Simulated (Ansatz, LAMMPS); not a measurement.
## Glassy 83GeO2-8Al2O3-8SrO (mol %) (111 atoms): a short ab initio trajectory

Wanted: a short trajectory of glassy 83GeO2-8Al2O3-8SrO (mol %) (111 atoms) with its pair distributions.

Main program and level: Ansatz 0.2.0; Kohn-Sham DFT, PBE, PAW (set soft_2), plane waves.

**1. The starting structure**

The cell holds 111 atoms: 30 Ge, 6 Al, 3 Sr and 72 O. Cell: a = 11.866 Å, b = 11.866 Å, c = 11.866 Å, α = 90.0°, β = 90.0°, γ = 90.0°. 111 atoms (30 Ge, 6 Al, 3 Sr, 72 O) placed at random at 3.7 g/cm³, melted at 4000 K for 10 ps at fixed volume with the Morse and Coulomb pair potential with partial charges (Pedone, Malavasi, Menziani, Cormack and Segre, J. Phys. Chem. B 110, 11780 (2006)). Quenched from 4000 K to 300 K at 10 K/ps and fixed volume, held 10 ps at zero pressure.

Before any run, some limits are plain. The quench rate of 10 K/ps is many orders above laboratory rates, so the cell is likely richer in defects and strain than a real sample. The starting topology of bonds comes from the classical model, and needn't be the one that DFT or experiment would give. The Brillouin zone is sampled at Γ only, in a cell whose shortest periodic width is 12 Å.

**2. Dynamics started at 600 K**

A Nosé–Hoover thermostat steers the temperature while disturbing the dynamics little. The time step is 1.0 fs.

The input, input.yaml:

```yaml
crystal:
  lattice:
    - [11.8657, 0.0, 0.0]
    - [0.0, 11.8657, 0.0]
    - [0.0, 0.0, 11.8657]
  atoms:
    - { symbol: Ge, position: [0.90803, 0.95387, 0.79632] }
    - { symbol: Ge, position: [0.45859, 0.49842, 0.1966] }
    - { symbol: Ge, position: [0.49212, 0.03427, 0.64225] }
    - { symbol: Ge, position: [0.18362, 0.67884, 0.86512] }
    [... 101 atom lines left out ...]
    - { symbol: O, position: [0.44796, 0.3721, 0.25971] }
    - { symbol: O, position: [0.13961, 0.724, 0.99862] }
    - { symbol: O, position: [0.81106, 0.24833, 0.60688] }
    - { symbol: O, position: [0.60405, 0.51487, 0.18143] }
    - { symbol: O, position: [0.79434, 0.34411, 0.85123] }
    - { symbol: O, position: [0.46096, 0.90434, 0.70054] }
kpoints:
  mp_grid: { grid: [1, 1, 1] }
hamiltonian:
  xc: pbe
scf:
  occupations: { method: fixed }
output:
  forces: true
md:
  timestep: 1.0
  n_steps: 91
  ensemble: nvt_nose_hoover
  temperature: 600
  initial_velocities: maxwell_boltzmann
  seed: 2067
```

The run is started by

```bash
> ansatz run input.yaml --threads 4 --pin off --max-ram 8192MiB --backend cpu --events-out ev --progress --plain --runs-dir out
```

The job ended after 27 min (4 threads of Arm Neoverse V1, shared host; peak memory 2.7 GiB; 1.8 h of CPU time).

The program notes that it switched symmetry off.

Rows from the run:

```
time (fs)  T (K)  potential (meV/atom)  conserved (meV/atom)
      0.0    600                   0.0                  0.00
      6.0    614                  -1.7                  0.04
     12.0    821                 -28.4                 -0.03
     18.0    955                 -45.9                 -0.08
     24.0    840                 -31.9                  0.00
     30.0    709                 -16.1                  0.00
     36.0    621                  -5.8                  0.01
     42.0    611                  -5.3                  0.02
     49.0    692                 -17.0                 -0.01
     55.0    744                 -24.8                 -0.01
     61.0    763                 -28.6                 -0.01
     67.0    757                 -29.3                 -0.03
     73.0    701                 -23.6                  0.01
     79.0    723                 -28.0                 -0.03
     85.0    707                 -27.4                 -0.04
     91.0    616                 -17.0                  0.01
```

Mean square displacement from the first frame to the last: Ge 0.042 Å², Al 0.061 Å², Sr 0.21 Å², O 0.11 Å².

The mean square displacement by time lag:

```csv
time lag (fs),Al (Å²),Ge (Å²),O (Å²),Sr (Å²)
1.0,4.2e-5,2.2e-5,1.2e-4,3.0e-5
2.0,1.7e-4,9.0e-5,4.7e-4,1.2e-4
4.0,6.6e-4,3.6e-4,0.00189,4.8e-4
6.0,0.00147,8.0e-4,0.00421,0.00109
8.0,0.00254,0.00141,0.00738,0.00195
10.0,0.00385,0.00217,0.0113,0.00306
12.0,0.00534,0.00308,0.0159,0.00444
14.0,0.00698,0.00411,0.0210,0.00609
16.0,0.00872,0.00524,0.0265,0.00800
17.0,0.00961,0.00585,0.0294,0.00906
19.0,0.0114,0.00712,0.0353,0.0114
21.0,0.0132,0.00845,0.0413,0.0140
23.0,0.0150,0.00984,0.0474,0.0168
25.0,0.0168,0.0113,0.0533,0.0200
27.0,0.0184,0.0127,0.0590,0.0234
29.0,0.0200,0.0142,0.0645,0.0270
31.0,0.0215,0.0156,0.0696,0.0310
32.0,0.0221,0.0163,0.0721,0.0330
34.0,0.0234,0.0178,0.0768,0.0374
36.0,0.0246,0.0192,0.0810,0.0420
38.0,0.0256,0.0205,0.0849,0.0468
40.0,0.0265,0.0219,0.0883,0.0518
42.0,0.0273,0.0231,0.0913,0.0571
44.0,0.0281,0.0243,0.0939,0.0626
46.0,0.0289,0.0255,0.0961,0.0683
```

Over the second half of 91 fs the temperature averages 718 K with swings of 38 K r.m.s. The conserved energy stays within 0.08 meV/atom. From first frame to last Sr has the largest mean square displacement, 0.21 Å² at the end; the farthest move is 0.60 Å. The mean temperature of 718 K lies well off the 600 K of the input, so the thermostat hasn't yet brought the run to equilibrium. The run spans 0.09 ps, too short for its means to be equilibrium values.

**3. Structure statistics late in the run**

The g(r) is a mean over the second half; what follows it is taken at the last frame.

Density 3.73 g/cm³, 15.05 Å³ an atom.

Mean of 17 frames. Pair distribution functions g(r), in bins of 0.2 Å:

```csv
r (Å),total,O-O,O-Ge,O-Al,O-Sr,Ge-Ge,Ge-Al
1.60,0.50,0.00,1.04,1.92,0.00,0.00,0.00
1.80,4.04,0.00,9.79,8.60,0.00,0.00,0.00
2.00,0.34,0.00,0.75,1.05,0.00,0.00,0.00
2.20,0.06,0.02,0.08,0.00,0.63,0.00,0.00
2.40,0.15,0.23,0.00,0.00,1.59,0.00,0.00
2.60,0.54,1.00,0.01,0.37,2.46,0.00,0.00
2.80,1.36,2.92,0.12,0.07,1.83,0.05,0.53
3.00,1.46,2.81,0.17,0.25,1.54,0.78,2.33
3.20,1.07,1.29,0.45,0.77,0.62,2.30,3.43
3.40,0.83,0.60,0.62,0.84,0.73,2.62,1.97
3.60,0.83,0.66,0.89,1.15,0.72,1.11,0.14
3.80,0.87,0.64,1.12,1.39,0.28,0.39,0.19
4.00,0.99,0.63,1.45,1.52,0.67,0.55,0.55
4.20,1.01,0.69,1.49,1.38,0.67,0.42,0.67
4.40,1.11,0.57,1.72,1.67,1.60,0.74,1.04
4.60,1.19,0.81,1.52,1.67,0.99,1.31,1.92
4.80,1.03,1.08,0.95,0.78,1.27,1.27,1.17
5.00,1.06,1.31,0.86,0.63,1.54,0.92,1.40
5.20,1.04,1.37,0.71,0.56,1.45,1.27,1.13
5.40,1.06,1.40,0.72,0.48,1.07,1.32,0.99
5.60,1.13,1.35,0.86,0.85,0.73,1.52,1.25
5.80,0.93,0.99,0.76,1.14,0.81,1.00,1.37
```

Bonds by pair of elements; cutoffs follow the first minimum of g(r), held within bounds set by covalent radii, and pairs that aren't listed don't count as bonded (cutoffs were set anew for this text, so counts can differ from the run's own analysis):

```csv
pair A-B,cutoff (Å),bonds,mean length (Å),spread (Å),shortest (Å),B about A,A about B
O-Ge,2.27,122,1.79,0.075,1.62,1.69,4.07
O-Al,2.33,24,1.8,0.087,1.65,0.333,4
O-Sr,3.27,20,2.76,0.216,2.25,0.278,6.67
```

The cutoff for O-Sr falls short of the minimum of g(r), so counts run low and odd coordinations can be artefacts.

How many atoms have how many bonded neighbours:

```
element  mean   2   3   4  5  6  8
     Al     4   0   0   6  0  0  0
     Ge  4.07   0   0  28  2  0  0
      O  2.31  50  22   0  0  0  0
     Sr  6.67   0   0   0  0  2  1
```

Bond angles, per cent of each kind in bins of 5°:

| angle (°) | O-Ge-O | O-Sr-O | Ge-O-Ge | O-Al-O | Ge-O-Sr |
| --- | --- | --- | --- | --- | --- |
| 50–55 | 0.0 | 5.2 | 0.0 | 0.0 | 0.0 |
| 55–60 | 0.0 | 6.9 | 0.0 | 0.0 | 0.0 |
| 60–65 | 0.0 | 5.2 | 0.0 | 0.0 | 0.0 |
| 65–70 | 0.0 | 3.5 | 0.0 | 0.0 | 0.0 |
| 70–75 | 0.0 | 1.7 | 0.0 | 0.0 | 0.0 |
| 75–80 | 1.1 | 6.9 | 0.0 | 2.8 | 0.0 |
| 80–85 | 1.6 | 5.2 | 0.0 | 2.8 | 0.0 |
| 85–90 | 4.3 | 3.5 | 0.0 | 2.8 | 14.7 |
| 90–95 | 4.8 | 1.7 | 0.0 | 2.8 | 11.8 |
| 95–100 | 8.5 | 12.1 | 0.0 | 2.8 | 2.9 |
| 100–105 | 13.3 | 3.5 | 0.0 | 16.7 | 14.7 |
| 105–110 | 20.7 | 1.7 | 3.9 | 19.4 | 17.6 |
| 110–115 | 18.6 | 8.6 | 3.9 | 16.7 | 0.0 |
| 115–120 | 13.8 | 6.9 | 0.0 | 16.7 | 8.8 |
| 120–125 | 6.4 | 1.7 | 2.0 | 13.9 | 14.7 |
| 125–130 | 5.3 | 6.9 | 15.7 | 2.8 | 5.9 |
| 130–135 | 0.0 | 3.5 | 23.5 | 0.0 | 2.9 |
| 135–140 | 0.0 | 1.7 | 7.8 | 0.0 | 2.9 |
| 140–145 | 0.5 | 6.9 | 9.8 | 0.0 | 0.0 |
| 145–150 | 0.0 | 1.7 | 13.7 | 0.0 | 0.0 |
| 150–155 | 0.0 | 0.0 | 3.9 | 0.0 | 2.9 |
| 155–160 | 0.5 | 1.7 | 5.9 | 0.0 | 0.0 |
| 160–165 | 0.5 | 1.7 | 7.8 | 0.0 | 0.0 |
| 165–170 | 0.0 | 1.7 | 0.0 | 0.0 | 0.0 |
| 170–175 | 0.0 | 0.0 | 2.0 | 0.0 | 0.0 |

Bond angles (no mean is given where the spread exceeds 20°):

| angle | count | mean (°) | spread (°) |
| --- | --- | --- | --- |
| O-Ge-O | 188 | 109 | 12.2 |
| O-Sr-O | 58 | - | - |
| Ge-O-Ge | 51 | 138 | 14.3 |
| O-Al-O | 36 | 109 | 11.5 |
| Ge-O-Sr | 34 | 109 | 15.8 |

Oxygen atoms by the number of network formers (Si, P, Ge, B, Al, As, Ga) bound to them:

```csv
network formers bound to O,O atoms,per cent
0,0,0
1,3,4.2
2,64,88.9
3,5,6.9
```

Network units: each former by its oxygen neighbours and how many of them bridge to another former:

```
former  O neighbours  bridging O  atoms
    Ge             4           3      3
    Ge             4           4     25
    Ge             5           5      2
    Al             4           4      6
```

Bond length by coordination (bonds to H left out):

| element | coordination | atoms | mean bond length (Å) |
| --- | --- | --- | --- |
| Ge | 4 | 28 | 1.78 |
| Ge | 5 | 2 | 1.88 |
| O | 2 | 50 | 1.77 |
| O | 3 | 22 | 2.11 |
| Sr | 6 | 2 | 2.72 |
| Sr | 8 | 1 | 2.82 |

Rings of the network by King's shortest-path rule, up to 12 atoms, one path for each pair of neighbours; H, halogens, alkali and alkaline-earth atoms are left out, and the last column divides by all other atoms, bonded or not:

```csv
ring size (atoms),rings,per network atom
4,1,0.009
6,5,0.046
8,6,0.056
10,21,0.194
12,25,0.231
```

The O-Ge-O angle averages 109° with a spread of 12°. 89 % of the oxygens bridge two formers (Ge and Al) and 4 % are non-bridging; 7 % join three. The commonest Ge unit has 4 oxygens, 4 of them shared with other formers (25 of 30 atoms). Rings of 12 atoms are the most common (43 % of those counted); sizes run from 4 to 12, where the search stops.

**4. Single point at the last frame**

The last frame is solved once more, with the analyses that the dynamics left out.

The input, input.yaml:

```yaml
crystal:
  lattice:
    - [11.8657, 0.0, 0.0]
    - [0.0, 11.8657, 0.0]
    - [0.0, 0.0, 11.8657]
  atoms:
    - { symbol: Ge, position: [0.90385, 0.95901, 0.808] }
    - { symbol: Ge, position: [0.45629, 0.48678, 0.20461] }
    - { symbol: Ge, position: [0.49507, 0.03667, 0.65601] }
    - { symbol: Ge, position: [0.19323, 0.68057, 0.86587] }
    [... 101 atom lines left out ...]
    - { symbol: O, position: [0.44811, 0.36222, 0.28983] }
    - { symbol: O, position: [0.18339, 0.74153, 0.99915] }
    - { symbol: O, position: [0.78847, 0.24693, 0.59631] }
    - { symbol: O, position: [0.60968, 0.51427, 0.20531] }
    - { symbol: O, position: [0.78934, 0.32091, 0.85521] }
    - { symbol: O, position: [0.46564, 0.91252, 0.72583] }
kpoints:
  mp_grid: { grid: [1, 1, 1] }
hamiltonian:
  xc: pbe
scf:
  occupations: { method: fixed }
output:
  forces: true
  stress: true
  populations: true
  dos:
    method: { smearing: { sigma: 0.08 } }
    de: 0.1
    projected: { site_lists: { Al: [Al], Ge: [Ge], O: [O], Sr: [Sr] } }
  eigenvalues: true
  write_density: true
  write_potential: true
  volumetric_format: npy
```

It took 53 s on 4 threads; peak memory 2.6 GiB.

Read from the output:

```
free energy                                      : -183571.5764 eV
free energy per atom                             : -1653.7980 eV/atom
SCF cycles                                       : 10
pressure                                         : 0.0822 GPa
r.m.s. force component                           : 1.16 eV/Å
longest force                                    : 4.442 eV/Å
Fermi energy                                     : 4.535 eV
gap (highest filled to lowest empty level) : 1.063 eV
spilling of the projection                       : 0.005788
```

Length of the force by element:

| element | coordination | atoms | mean length of the force (eV/Å) | spread | least | most |
| --- | --- | --- | --- | --- | --- | --- |
| Al | all | 6 | 2.01 | 0.619 | 0.982 | 3.04 |
| Ge | all | 30 | 2.40 | 1.00 | 0.686 | 4.44 |
| O | all | 72 | 1.58 | 0.704 | 0.223 | 3.31 |
| Sr | all | 3 | 0.814 | 0.282 | 0.466 | 1.16 |

Löwdin charges by element (they lack the spilled electrons, 0.047 e an atom on average):

| element | coordination | atoms | mean charge (e) | spread | least | most |
| --- | --- | --- | --- | --- | --- | --- |
| Al | all | 6 | 1.33 | 0.0219 | 1.31 | 1.38 |
| Ge | all | 30 | 1.56 | 0.0353 | 1.51 | 1.65 |
| O | all | 72 | -0.764 | 0.0535 | -0.968 | -0.687 |
| Sr | all | 3 | 1.81 | 0.0084 | 1.80 | 1.82 |

Density of states as counts of states in windows of 1 eV (from the Fermi level), total and the larger projections:

```
from (eV)  to (eV)  total   O p  Ge p  Ge s   O s
      -18      -17   51.9   0.5   6.5   0.8  40.2
      -17      -16   18.8   0.2   1.3   0.2  10.0
      -16      -15   11.9   0.2   0.2   0.1   2.4
      -15      -14    2.2   0.1   0.1   0.0   0.5
      -14      -11    0.0   0.0   0.0   0.0   0.0
      -11      -10    7.5   4.2   0.2   2.6   0.4
      -10       -9   13.8   7.8   0.6   4.3   0.9
       -9       -8   17.5  10.2   1.2   4.5   1.2
       -8       -7   15.6   9.8   1.6   2.8   1.0
       -7       -6   26.8  19.2   4.8   1.1   0.6
       -6       -5   40.9  30.5   7.4   0.6   0.8
       -5       -4   45.0  35.2   5.7   0.7   1.8
       -4       -3   72.5  62.9   4.6   0.5   2.2
       -3       -2   93.7  87.6   2.2   0.3   1.2
       -2       -1   78.6  75.2   1.0   0.2   0.6
       -1        0   18.9  18.1   0.3   0.0   0.1
        0        1    1.4   1.2   0.0   0.1   0.0
        1        2    3.4   0.9   0.3   1.4   0.5
        2        3   11.1   3.2   1.2   4.5   1.5
        3        4   14.4   4.1   2.0   5.4   1.9
        4        5   19.3   4.9   4.2   5.8   2.2
```

The curve was stored every 0.10 eV, coarse against its broadening of 0.08 eV, so these counts are rough.

With fixed occupations the program's Fermi level is the highest filled level; weight inside the gap is the broadening of levels at its edges.

Between -26 and -18 eV lie 377 more states.

The levels nearest the highest filled one (over half full), pooled over k-points and spins:

```csv
level less the highest filled one (eV),occupation
-0.799,2
-0.749,2
-0.649,2
-0.548,2
-0.389,2
0,2
1.06,0
1.94,0
2.33,0
2.47,0
2.53,0
2.78,0
```

Mean Löwdin charges: Al +1.33, Ge +1.56, O -0.76, Sr +1.81 e (they miss 0.58 % of the electrons, so they add up to more than the cell's charge). The largest share in the top eV of filled states is O p (97 % of the projected weight), and in the lowest eV of empty states Ge s (41 % of the projected weight).

**5. Outcome**

| Quantity | Value |
| --- | --- |
| mean temperature, second half | 717.8 K |
| temperature swing, second half | 38.42 K |
| slope of the conserved energy against time, by least squares | -0.1498 meV/atom/ps |
| free energy per atom | -1653.7980 eV/atom |
| pressure | 0.0822 GPa |
| r.m.s. force component | 1.16 eV/Å |
| gap (highest filled to lowest empty level) | 1.063 eV |
| wall time of the 2 DFT runs | 28 min |

In words: Over the second half of 91 fs the temperature averages 718 K with swings of 38 K r.m.s. The conserved energy stays within 0.08 meV/atom. The mean temperature of 718 K lies well off the 600 K of the input, so the thermostat hasn't yet brought the run to equilibrium. The run spans 0.09 ps, too short for its means to be equilibrium values. 89 % of the oxygens bridge two formers (Ge and Al) and 4 % are non-bridging; 7 % join three. Between filled and empty levels lie 1.06 eV (at Γ alone); a semilocal functional tends to put such gaps too low. In a disordered cell it changes from sample to sample, and tail or defect levels can set it.

Caveats: The pressure of a single frame lacks the kinetic term, about 0.66 GPa here.

[Logs are printed without paths, hosts, clocks, repeated set-up lines and the standing remarks that a program may print on its own settings, such as how far it seeks lower states.]

[Hosts, paths, dates, database ids (printed as entryN), source tags and the programs' standing remarks are cut or masked in the printed files.]
